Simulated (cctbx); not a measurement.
**What resolution and counting buy: Eu3Si**

Space group Pm-3m (no. 221), a = 4.9670 Å, b = 4.9670 Å, c = 4.9670 Å, α = 90.00°, β = 90.00°, γ = 90.00°.

| atom | mult. | x | y | z | Ueq (Å²) |
| --- | --- | --- | --- | --- | --- |
| Eu1 | 3 | 1/2 | 0 | 1/2 | 0.0162 |
| Si1 | 1 | 0 | 0 | 0 | 0.0329 |

The model is made up (kin elements in a known structure type, no relaxation), so it says nothing on whether the phase exists.

Five simulated data sets (cctbx; Ag Kα, λ = 0.56087 Å; 1.5 % proportional error) differ in resolution or exposure (noise floor 2 counts in the first three, 8 in the last two). Each is refined with the right model, isotropic at 1.1 Å and anisotropic otherwise. How do the figures of merit and the uncertainties move?

| d min (Å) | top counts | ⟨I/σ⟩ (unmerged, absences included) | unique | param. (scale apart) | Rint | R1 | GooF | largest s.u. xyz (fractional) | s.u. U of Si1 (Å²) | largest error (Å) |
| --- | --- | --- | --- | --- | --- | --- | --- | --- | --- | --- |
| 1.1 | 20000 | 33.4 | 20 | 2 | 0.014 | 0.0035 | 0.95 | 0.00000 | 0.0009 | 0.0000 |
| 0.84 | 20000 | 26.6 | 38 | 3 | 0.019 | 0.0049 | 0.97 | 0.00000 | 0.0006 | 0.0000 |
| 0.6 | 20000 | 19.8 | 88 | 3 | 0.021 | 0.0045 | 0.90 | 0.00000 | 0.0003 | 0.0000 |
| 0.75 | 300 | 2.0 | 50 | 3 | 0.261 | 0.0437 | 0.98 | 0.00000 | 0.0078 | 0.0000 |
| 0.75 | 3000 | 9.4 | 50 | 3 | 0.048 | 0.0113 | 0.98 | 0.00000 | 0.0014 | 0.0000 |

The number of reflections grows roughly as 1/d³: 20, 38 and 88 here. R1 follows the noise rather than the truth: at 300 counts it is 0.0437, at 3000 counts 0.0113, while GooF is 0.98 and 0.98: the weights 1/σ² carry the noise. The s.u. of U (U11 where anisotropic) for Si1 goes 0.0009, 0.0006, 0.0003 Å² with resolution and 0.0078, 0.0014 Å² with exposure.

Hardware for the 0.6 Å refinement: 0.39 s on 1 thread of Arm Neoverse V2 (shared host), peak memory 0.09 GiB.
